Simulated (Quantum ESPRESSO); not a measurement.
# K2Pt (Fm-3m): from the cell to the phonon bands, part 2 of 3

How does K2Pt (Fm-3m) vibrate, and is this structure a minimum?

Quantum ESPRESSO 7.5; DFT LDA, scalar-relativistic, plane waves, PseudoDojo norm-conserving pseudopotentials.

So far. Step 2 (A first look): A gap of 1.3 eV opens on this mesh, so the crystal is taken as an insulator; the start stands at -1.9 GPa. Step 4 (Ground state): The cell stands at -0.0030 GPa, close enough for phonons. The relaxed cell has a = 7.273 Å (conventional setting).

## (5) Linear response on the mesh

Linear response treats each wavevector in the unit cell, with no supercell; the 2×2×2 mesh fixes the range of the force constants to be had.

ph.in reads:

```
phonons
&INPUTPH
  prefix = 'x'
  outdir = './tmp'
  fildyn = 'x.dyn'
  tr2_ph = 1.0d-18
  epsil  = .true.
  ldisp  = .true.
  nq1    = 2
  nq2    = 2
  nq3    = 2
/
```

Run with:

```bash
> OMP_NUM_THREADS=1 mpirun -n 4 ph.x -nk 4 -in ph.in > ph.out
```

Numbers of over 12 decimals in the logs are rounded to 6 here.

Log:

```text
[banners, grids, parts of the stress and lines that vanish by symmetry left out]
[banner, memory and clock lines left out]
Program PHONON v.7.5

[...]
Exchange-correlation= PW
                           (   1   4   0   0   0   0   0)
[...]
(   3 q-points):
[...]
kinetic-energy cut-off    =      84.0000  Ry
     charge density cut-off    =     336.0000  Ry
     convergence threshold     =      1.0E-18
[...]
Exchange-correlation= PW
                           (   1   4   0   0   0   0   0)
[...]
q = (   0.0000000   0.0000000   0.0000000 )
     49 Sym.Ops. (with q -> -q+G )
     G cutoff =  803.9481  (  67337 G-vectors)     FFT grid: ( 60, 60, 60)
     number of k points=    16
[...]
Mode symmetry, O_h (m-3m)  point group:
[...]
Dielectric constant
[...]
End of electric fields calculation
          Dielectric constant in cartesian axis
          (       5.130297929      -0.000000000      -0.000000000 )
          (      -0.000000000       5.130297929      -0.000000000 )
          (      -0.000000000      -0.000000000       5.130297929 )
          Effective charges (d Force / dE) in cartesian axis without acoustic sum rule applied (asr)
           atom    1  K     Mean Z*:        0.90250
      Ex  (        0.90250        0.00000       -0.00000 )
      Ey  (        0.00000        0.90250        0.00000 )
      Ez  (       -0.00000        0.00000        0.90250 )
           atom    2  K     Mean Z*:        0.90250
      Ex  (        0.90250        0.00000       -0.00000 )
      Ey  (        0.00000        0.90250       -0.00000 )
      Ez  (       -0.00000       -0.00000        0.90250 )
           atom    3  Pt    Mean Z*:       -1.80647
      Ex  (       -1.80647       -0.00000       -0.00000 )
      Ey  (       -0.00000       -1.80647        0.00000 )
      Ez  (       -0.00000        0.00000       -1.80647 )
          Effective charges Sum: Mean:       -0.00147
[...]
Effective charges (d Force / dE) in cartesian axis with asr applied:
           atom    1  K     Mean Z*:        0.90299
[...]
atom    2  K     Mean Z*:        0.90299
[...]
atom    3  Pt    Mean Z*:       -1.80598
[...]
Representation #   1 modes #   1   2   3
[...]
End of self-consistent calculation
     Convergence has been achieved
     Representation #   2 modes #   4   5   6
[...]
End of self-consistent calculation
     Convergence has been achieved
     Representation #   3 modes #   7   8   9
[...]
End of self-consistent calculation
     Convergence has been achieved
[...]
Dielectric constant in cartesian axis
          (       5.130297929      -0.000000000      -0.000000000 )
          (      -0.000000000       5.130297929      -0.000000000 )
          (      -0.000000000      -0.000000000       5.130297929 )
          Effective charges (d Force / dE) in cartesian axis without acoustic sum rule applied (asr)
           atom    1  K     Mean Z*:        0.90250
      Ex  (        0.90250        0.00000       -0.00000 )
      Ey  (        0.00000        0.90250        0.00000 )
      Ez  (       -0.00000        0.00000        0.90250 )
           atom    2  K     Mean Z*:        0.90250
      Ex  (        0.90250        0.00000       -0.00000 )
      Ey  (        0.00000        0.90250       -0.00000 )
      Ez  (       -0.00000       -0.00000        0.90250 )
           atom    3  Pt    Mean Z*:       -1.80647
      Ex  (       -1.80647       -0.00000       -0.00000 )
      Ey  (       -0.00000       -1.80647        0.00000 )
      Ez  (       -0.00000        0.00000       -1.80647 )
          Effective charges Sum: Mean:       -0.00147
[...]
Effective charges (d Force / dE) in cartesian axis with asr applied:
           atom    1  K     Mean Z*:        0.90299
[...]
atom    2  K     Mean Z*:        0.90299
[...]
atom    3  Pt    Mean Z*:       -1.80598
[...]
Effective charges (d P / du) in cartesian axis
[...]
q = (    0.000000000   0.000000000   0.000000000 )
[...]
freq (    1) =      -0.048106 [THz] =      -1.604635 [cm-1]
     freq (    2) =      -0.048106 [THz] =      -1.604635 [cm-1]
     freq (    3) =      -0.048106 [THz] =      -1.604635 [cm-1]
     freq (    4) =       3.065582 [THz] =     102.256813 [cm-1]
     freq (    5) =       3.065582 [THz] =     102.256813 [cm-1]
     freq (    6) =       3.065582 [THz] =     102.256813 [cm-1]
     freq (    7) =       3.797631 [THz] =     126.675326 [cm-1]
     freq (    8) =       3.797631 [THz] =     126.675326 [cm-1]
     freq (    9) =       3.797631 [THz] =     126.675326 [cm-1]
[...]
Mode symmetry, O_h (m-3m)  point group:
     freq (   1-   3) =         -1.6  [cm-1]   --> T_1u G_15  G_4- I
     freq (   4-   6) =        102.3  [cm-1]   --> T_1u G_15  G_4- I
     freq (   7-   9) =        126.7  [cm-1]   --> T_2g G_25' G_5+ R
[...]
Mode symmetry, D_3d (-3m)  point group:
[...]
Representation #   1 mode #   1
[...]
End of self-consistent calculation
     Convergence has been achieved
     Representation #   2 modes #   2   3
[...]
Convergence has been achieved
     Representation #   3 mode #   4
[...]
Convergence has been achieved
     Representation #   4 mode #   5
[...]
Convergence has been achieved
     Representation #   5 modes #   6   7
[...]
Convergence has been achieved
     Representation #   6 modes #   8   9
[...]
Convergence has been achieved
[...]
q = (    0.353553391  -0.353553391   0.353553391 )
[...]
freq (    1) =       1.062398 [THz] =      35.437790 [cm-1]
     freq (    2) =       1.062398 [THz] =      35.437790 [cm-1]
     freq (    3) =       1.993883 [THz] =      66.508773 [cm-1]
     freq (    4) =       3.383107 [THz] =     112.848290 [cm-1]
     freq (    5) =       3.388786 [THz] =     113.037728 [cm-1]
[...]
Mode symmetry, D_3d (-3m)  point group:
     freq (   1-   2) =         35.4  [cm-1]   --> E_u  L_3'
     freq (   3-   3) =         66.5  [cm-1]   --> A_2u L_2'
     freq (   4-   4) =        112.8  [cm-1]   --> A_2u L_2'
     freq (   5-   6) =        113.0  [cm-1]   --> E_g  L_3
     freq (   7-   8) =        114.0  [cm-1]   --> E_u  L_3'
     freq (   9-   9) =        131.8  [cm-1]   --> A_1g L_1
[...]
Mode symmetry, D_4h(4/mmm) point group:
[...]
Representation #   1 mode #   1
[...]
Convergence has been achieved
     Representation #   2 modes #   2   3
[...]
Convergence has been achieved
     Representation #   3 mode #   4
[...]
Convergence has been achieved
     Representation #   4 mode #   5
[...]
Convergence has been achieved
     Representation #   5 modes #   6   7
[...]
End of self-consistent calculation
     Convergence has been achieved
     Representation #   6 modes #   8   9
[...]
End of self-consistent calculation
     Convergence has been achieved
[...]
q = (    0.000000000  -0.707106781   0.000000000 )
[...]
freq (    2) =       1.434912 [THz] =      47.863521 [cm-1]
     freq (    3) =       1.969911 [THz] =      65.709147 [cm-1]
     freq (    4) =       2.080356 [THz] =      69.393207 [cm-1]
     freq (    5) =       2.482315 [THz] =      82.801113 [cm-1]
     freq (    6) =       2.482315 [THz] =      82.801113 [cm-1]
     freq (    7) =       4.024941 [THz] =     134.257565 [cm-1]
     freq (    8) =       4.024941 [THz] =     134.257565 [cm-1]
     freq (    9) =       4.819523 [THz] =     160.761988 [cm-1]
[...]
Mode symmetry, D_4h(4/mmm) point group:
     freq (   1-   2) =         47.9  [cm-1]   --> E_u  X_5' M_5'
     freq (   3-   3) =         65.7  [cm-1]   --> A_2u X_4' M_4'
     freq (   4-   4) =         69.4  [cm-1]   --> B_1u X_2' M_2'
     freq (   5-   6) =         82.8  [cm-1]   --> E_g  X_5  M_5
     freq (   7-   8) =        134.3  [cm-1]   --> E_u  X_5' M_5'
     freq (   9-   9) =        160.8  [cm-1]   --> A_1g X_1  M_1
```

Run time: 19 min. Hardware: 4 MPI ranks of AMD EPYC 9R14 (Zen 4), shared host.

Numbers from this step:

```yaml
miss_of_the_charge_sum_rule: 0.001470 e
largest_acoustic_frequency_at_the_zone_centre_before_the_sum_rule: -1.6 cm⁻¹
highest_optical_zone_centre_mode_no_lo_to_term: 126.7 cm⁻¹
lowest_optical_zone_centre_mode: 102.3 cm⁻¹
mean_high_frequency_dielectric_constant: 5.130
largest_born_charge_in_size_third_of_the_trace: 1.806 e
lowest_mode_on_the_q_mesh_acoustic_ones_at_the_zone_centre_apart: 35.44 cm⁻¹
```

Frequencies (cm⁻¹) at each irreducible wavevector; negative means imaginary. Frequencies by wavevector:

| q (fractions) | star | mode 1 | mode 2 | mode 3 | mode 4 | mode 5 | mode 6 | mode 7 | mode 8 | mode 9 |
| --- | --- | --- | --- | --- | --- | --- | --- | --- | --- | --- |
| 0 0 0 | 1 | -1.6 | -1.6 | -1.6 | 102.3 | 102.3 | 102.3 | 126.7 | 126.7 | 126.7 |
| 0 0 -0.5 | 4 | 35.44 | 35.44 | 66.51 | 112.8 | 113 | 113 | 114 | 114 | 131.8 |
| 0 -0.5 -0.5 | 3 | 47.86 | 47.86 | 65.71 | 69.39 | 82.8 | 82.8 | 134.3 | 134.3 | 160.8 |

Born charge (rows field, columns displacement), before the sum rule (e), principal values of the symmetric part by kind of site:

| atom | atoms with these values | low | middle | high | mean |
| --- | --- | --- | --- | --- | --- |
| K1 | 2 | 0.90 | 0.90 | 0.90 | 0.90 |
| Pt3 | 1 | -1.81 | -1.81 | -1.81 | -1.81 |

In full for K1:

```
0.90 0.00 0.00
0.00 0.90 0.00
0.00 0.00 0.90
```

High-frequency dielectric tensor:

```
5.13 0.00 0.00
0.00 5.13 0.00
0.00 0.00 5.13
```

The acoustic modes at Γ come out as far as 1.6 cm⁻¹ from zero, where they should vanish, a small numerical error; the Born charges miss their sum rule by 0.0015 e, which is good.

## (6) Fourier transform to real space

The dynamical matrices of the mesh are Fourier-transformed to force constants in real space, after the long-range dipole part is taken out.

q2r.in reads:

```
&INPUT
  fildyn = 'x.dyn'
  zasr   = 'crystal'
  flfrc  = 'x.fc'
/
```

Run with:

```bash
> q2r.x < q2r.in > q2r.out
```

Log:

```text
[banners, grids, parts of the stress and lines that vanish by symmetry left out]
[banner, memory and clock lines left out]
Program Q2R v.7.5

  reading grid info from file x.dyn0

  reading force constants from file x.dyn1
 macroscopic fields = T
   5.13030  -0.00000  -0.00000
  -0.00000   5.13030  -0.00000
[...]
na=            1
[...]
na=            2
[...]
na=            3
[...]
-0.00000  -1.80647   0.00000
  -0.00000   0.00000  -1.80647
  Norm of the difference between old and new effective charges:    0.00147067
  alpha Ewald:    2.392703
  nqs=            1
 q=   0.00000000  0.00000000  0.00000000
  reading force constants from file x.dyn2
  alpha Ewald:    2.392703
  nqs=            4
 q=   0.35355339 -0.35355339  0.35355339
[...]
reading force constants from file x.dyn3
  alpha Ewald:    2.392703
  nqs=            3
[...]
q=  -0.70710678  0.00000000  0.00000000
 q=   0.00000000  0.00000000  0.70710678

      q-space grid ok, #points =    8

      fft-check warning: sum of imaginary terms = 1.004710E-09
```

It took 0.76 s on 1 thread.

## (7) Dispersion

From the force constants any wavevector is cheap; points of the mesh come back as solved, but for the sum rule and, in polar crystals, the LO-TO term at Γ; the rest is interpolation.

matdyn.in reads:

```
&INPUT
  asr              = 'crystal'
  flfrc            = 'x.fc'
  flfrq            = 'x.freq'
  flvec            = 'x.modes'
  q_in_band_form   = .true.
  q_in_cryst_coord = .true.
/
8
  0.0000000   0.0000000   0.0000000  12  ! GAMMA
 -0.0000000   0.5000000   0.5000000  12  ! X
 -0.0000000   0.6250000   0.3750000   1  ! U
 -0.3750000   0.3750000   0.0000000  12  ! K
  0.0000000   0.0000000   0.0000000  12  ! GAMMA
 -0.0000000   0.5000000   0.0000000  12  ! L
 -0.2500000   0.5000000   0.2500000  12  ! W
 -0.0000000   0.5000000   0.5000000   1  ! X
```

Run with:

```bash
> matdyn.x -in matdyn.in > matdyn.out
```

Log:

```text
[banner, memory and clock lines left out]
Program MATDYN v.7.5

 mass for atomic type   1 not given; uses mass from file x.fc
 mass for atomic type   2 not given; uses mass from file x.fc
 Norm of the difference between old and new effective charges:    1.6141e-16

 Norm of the difference between old and new force-constants:   1.20428e-05
```

Wall time 0.8 s (1 thread).

Numbers from this step:

| Item | Value |
| --- | --- |
| lowest frequency on the path | 0 cm⁻¹ |

Matdyn.x, sum rule crystal. Phonon branches along the path, in cm⁻¹:

| point | branch 1 | branch 2 | branch 3 | branch 4 | branch 5 | branch 6 | branch 7 | branch 8 | branch 9 |
| --- | --- | --- | --- | --- | --- | --- | --- | --- | --- |
| Γ | 0 | 0 | 0 | 102 | 102 | 127 | 127 | 127 | 128 |
| halfway | 31 | 31 | 53 | 93 | 93 | 102 | 131 | 131 | 143 |
| X | 48 | 48 | 66 | 69 | 83 | 83 | 134 | 134 | 161 |
| halfway | 47 | 50 | 63 | 70 | 84 | 87 | 134 | 134 | 159 |
| U | 46 | 55 | 58 | 73 | 88 | 95 | 131 | 133 | 154 |
| jump to K | 46 | 55 | 58 | 73 | 88 | 95 | 131 | 133 | 154 |
| halfway | 33 | 33 | 53 | 91 | 112 | 115 | 120 | 125 | 136 |
| Γ | 0 | 0 | 0 | 102 | 102 | 127 | 127 | 127 | 128 |
| halfway | 27 | 27 | 48 | 106 | 106 | 117 | 122 | 122 | 132 |
| L | 35 | 35 | 66 | 113 | 113 | 113 | 114 | 114 | 132 |
| halfway | 42 | 46 | 63 | 86 | 93 | 113 | 117 | 137 | 142 |
| W | 51 | 56 | 56 | 73 | 80 | 113 | 113 | 147 | 148 |
| halfway | 49 | 50 | 62 | 71 | 82 | 93 | 128 | 138 | 157 |
| X | 48 | 48 | 66 | 69 | 83 | 83 | 134 | 134 | 161 |

The phonon branches as a text plot (rows in cm⁻¹):

```
    157 |         ********                                   ****
    151 |        *        **                             ****
    144 |      **           **                        *******
    137 |    **     ****      ****                  ***      ****
    131 |***********   ********   ******************          **
    124 |***                *****************      **       **
    117 |   **                 ****       ***************  *
    111 |     *              ******           **************
    104 |***   *            * *    ***********     **       *
     97 |   *** *         ****   ***                **       *
     90 |      ***      ****   **                    **       *
     84 |         *******    **                       ****  *****
     77 |          *      ***                          *****
     70 |           ******                                *******
     64 |        ********                      ********      ****
     57 |       *        *******             **        ******
     50 |     **    *****   *   **          *          **********
     44 |         **    *******   *        *         ***
     37 |    *  **            **          *     ******
     30 |   *  *                ** *        ****
     23 |  * **                   * *    * *
     17 |   *                      *    ***
     10 | **                        *** *
      3 |**                          ***
         Γ           X  U|K            Γ         L        W     X
```

All branches are real along the path.

## (8) Density of states

Sums over the zone need many more wavevectors than were solved, so the interpolation is sampled on a dense mesh.

matdyn.in reads:

```
&INPUT
  asr    = 'crystal'
  flfrc  = 'x.fc'
  dos    = .true.
  fldos  = 'x.dos'
  nk1    = 11
  nk2    = 11
  nk3    = 11
  deltaE = 0.3
/
```

Run with:

```bash
> matdyn.x -in matdyn.in > matdyn.out
```

Log:

```text
[banner, memory and clock lines left out]
Program MATDYN v.7.5

 mass for atomic type   1 not given; uses mass from file x.fc
 mass for atomic type   2 not given; uses mass from file x.fc
 Norm of the difference between old and new effective charges:    1.6141e-16

 Norm of the difference between old and new force-constants:   1.20428e-05
```

Wall time 4.5 s (1 thread).

Read from the output:

| Item | Value |
| --- | --- |
| share of modes beyond 3i cm⁻¹ on the dense interpolated mesh | 0 |
| zero-point energy per atom | 17.07 meV |
| heat capacity at 300 K | 24.48 J/(mol atoms K) |
| vibrational entropy at 300 K | 48.28 J/(mol atoms K) |

The phonon density of states has structure finer than the step of the table below, so its rows give means over 5 cm⁻¹, whole bins alone (the curve runs from 0 to 160 cm⁻¹). Peaks (cm⁻¹: height): total 45.9: 0.114, 61.2: 0.186, 99.9: 0.0886, 126.0: 0.118, 134.1: 0.148; K 99.9: 0.0793, 126.0: 0.114, 134.1: 0.141; Pt 45.9: 0.103, 61.2: 0.180.

Tetrahedra. Phonon density of states against wavenumber; means over each step; values in 1/cm⁻¹/cell:

| wavenumber (cm⁻¹) | total | K | Pt |
| --- | --- | --- | --- |
| 5 | 2.2e-4 | 6.1e-5 | 1.6e-4 |
| 10 | 0.00130 | 3.5e-4 | 9.4e-4 |
| 15 | 0.00451 | 0.00119 | 0.00331 |
| 20 | 0.00977 | 0.00244 | 0.00733 |
| 25 | 0.0181 | 0.00416 | 0.0139 |
| 30 | 0.0327 | 0.00668 | 0.0261 |
| 35 | 0.0707 | 0.0118 | 0.0589 |
| 40 | 0.102 | 0.0140 | 0.0876 |
| 45 | 0.109 | 0.0116 | 0.0970 |
| 50 | 0.0682 | 0.00646 | 0.0618 |
| 55 | 0.0313 | 0.00247 | 0.0288 |
| 60 | 0.119 | 0.00458 | 0.114 |
| 65 | 0.0335 | 6.8e-4 | 0.0329 |
| 70 | 0.00546 | 0.00544 | 2.0e-5 |
| 75 | 0.0323 | 0.0320 | 3.7e-4 |
| 80 | 0.0382 | 0.0371 | 0.00103 |
| 85 | 0.0757 | 0.0726 | 0.00314 |
| 90 | 0.0812 | 0.0756 | 0.00557 |
| 95 | 0.0834 | 0.0759 | 0.00757 |
| 100 | 0.0860 | 0.0771 | 0.00893 |
| 105 | 0.0824 | 0.0750 | 0.00741 |
| 110 | 0.0773 | 0.0716 | 0.00574 |
| 115 | 0.0350 | 0.0330 | 0.00200 |
| 120 | 0.0894 | 0.0843 | 0.00515 |
| 125 | 0.109 | 0.105 | 0.00481 |
| 130 | 0.102 | 0.0978 | 0.00452 |
| 135 | 0.124 | 0.118 | 0.00583 |
| 140 | 0.0714 | 0.0688 | 0.00262 |
| 145 | 0.0468 | 0.0457 | 0.00111 |
| 150 | 0.0354 | 0.0349 | 4.9e-4 |
| 155 | 0.0193 | 0.0191 | 1.6e-4 |

Harmonic thermodynamic functions per atom, summed over the density of states scaled to three modes an atom; melting is ignored. Thermodynamic functions:

| T (K) | F_vib (meV/atom) | S (J/mol-atom/K) | C_V (J/mol-atom/K) |
| --- | --- | --- | --- |
| 0 | 17.07 | 0 | 0 |
| 50 | 15.2 | 9.952 | 14.51 |
| 100 | 6.59 | 22.62 | 21.27 |
| 200 | -25.85 | 38.46 | 23.93 |
| 300 | -71.12 | 48.28 | 24.48 |
| 400 | -125 | 55.36 | 24.68 |
| 500 | -185.3 | 60.88 | 24.77 |
| 600 | -250.8 | 65.4 | 24.83 |
| 700 | -320.7 | 69.23 | 24.86 |
| 800 | -394.2 | 72.55 | 24.88 |
| 900 | -470.9 | 75.48 | 24.89 |
| 1000 | -550.5 | 78.1 | 24.9 |

At 300 K the heat capacity has reached 98 % of the Dulong-Petit value.

## (9) Zone-centre analysis

A rigid shift of the crystal must cost nothing, but grids and finite bases break this; the acoustic sum rule is imposed before the matrix is diagonalised again. With Born charges the intensities follow, and the static dielectric tensor.

dynmat.in reads:

```
&INPUT
  fildyn = 'x.dyn1'
  asr    = 'simple'
  fileig = 'dynmat.eig'
  lperm  = .true.
/
```

Run with:

```bash
> dynmat.x -in dynmat.in > dynmat.out
```

Log:

```text
[banner, memory and clock lines left out]
Program DYNMAT v.7.5

     Reading Dynamical Matrix from file x.dyn1
     ...Force constants read
     ...epsilon and Z* read
     A direction for q was not specified:TO-LO splitting will be absent

     Polarizability (A^3 units)
     multiply by 0.420740 for Clausius-Mossotti correction
        31.617871   -0.000000   -0.000000
        -0.000000   31.617871   -0.000000
        -0.000000   -0.000000   31.617871

     IR activities are in (D/A)^2/amu units

# mode   [cm-1]    [THz]      IR
    1     -0.00   -0.0000    0.0000
    2     -0.00   -0.0000    0.0000
    3      0.00    0.0000    0.0000
    4    102.28    3.0661    1.3480
    5    102.28    3.0661    1.3480
    6    102.28    3.0661    1.3480
    7    126.69    3.7982    0.0000
    8    126.69    3.7982    0.0000
    9    126.69    3.7982    0.0000

Electronic dielectric permittivity tensor (relative, adimensional)
         5.130298   -0.000000   -0.000000
        -0.000000    5.130298   -0.000000
        -0.000000   -0.000000    5.130298

 ... with zone-center polar mode contributions
         7.987538   -0.000000   -0.000000
        -0.000000    7.987538    0.000000
        -0.000000    0.000000    7.987538

[end of the log left out, with the tail of the file of modes that dynmat.x writes under the same name]
```

Run time: 0.72 s. Hardware: 1 thread.

Read from the output:

```
mean static dielectric constant : 7.987
```

Unit eigenvectors of the mass-weighted matrix after the sum rule; no LO-TO term. Modes at Γ, with each element's share of the kinetic energy:

| mode | frequency (cm⁻¹) | symmetry | K % | Pt % |
| --- | --- | --- | --- | --- |
| 1 | 0.0 | acoustic | 29 | 71 |
| 2 | 0.0 | acoustic | 29 | 71 |
| 3 | 0.0 | acoustic | 29 | 71 |
| 4 | 102.3 | T1u | 71 | 29 |
| 5 | 102.3 | T1u | 71 | 29 |
| 6 | 102.3 | T1u | 71 | 29 |
| 7 | 126.7 | T2g | 100 | 0 |
| 8 | 126.7 | T2g | 100 | 0 |
| 9 | 126.7 | T2g | 100 | 0 |

Displacements in mode 4 (102.3 cm⁻¹), the largest set to 1:
```
K1   0.00  1.00  0.40
K2   0.00  1.00  0.40
Pt3  0.00 -0.40 -0.16
```

Displacements in mode 9 (126.7 cm⁻¹), the largest set to 1:
```
K1   0.00  0.96  1.00
K2   0.00 -0.96 -1.00
Pt3  0.00  0.00  0.00
```

Degenerate modes summed, no LO-TO term. Lines of the infrared spectrum (strongest = 100):

| position (cm⁻¹) | lines merged | label | IR intensity, relative |
| --- | --- | --- | --- |
| 102 | 3 | T1u | 100 |
| 127 | 3 | T2g | 0.0 |

Static dielectric tensor (ions relaxed, fixed cell):

```
7.99 0.00 0.00
0.00 7.99 0.00
0.00 0.00 7.99
```

The rule moves no optical mode by more than 0.1 cm⁻¹.

(Continued in part 3 of 3.)

[Host names and launcher messages were left out of these logs when they were recorded.]

[Logs are printed without paths, hosts, clocks, repeated set-up lines and the standing remarks that a program may print on its own settings, such as how far it seeks lower states.]

[Hosts, paths, dates, database ids (printed as entryN), source tags and the programs' standing remarks are cut or masked in the printed files.]
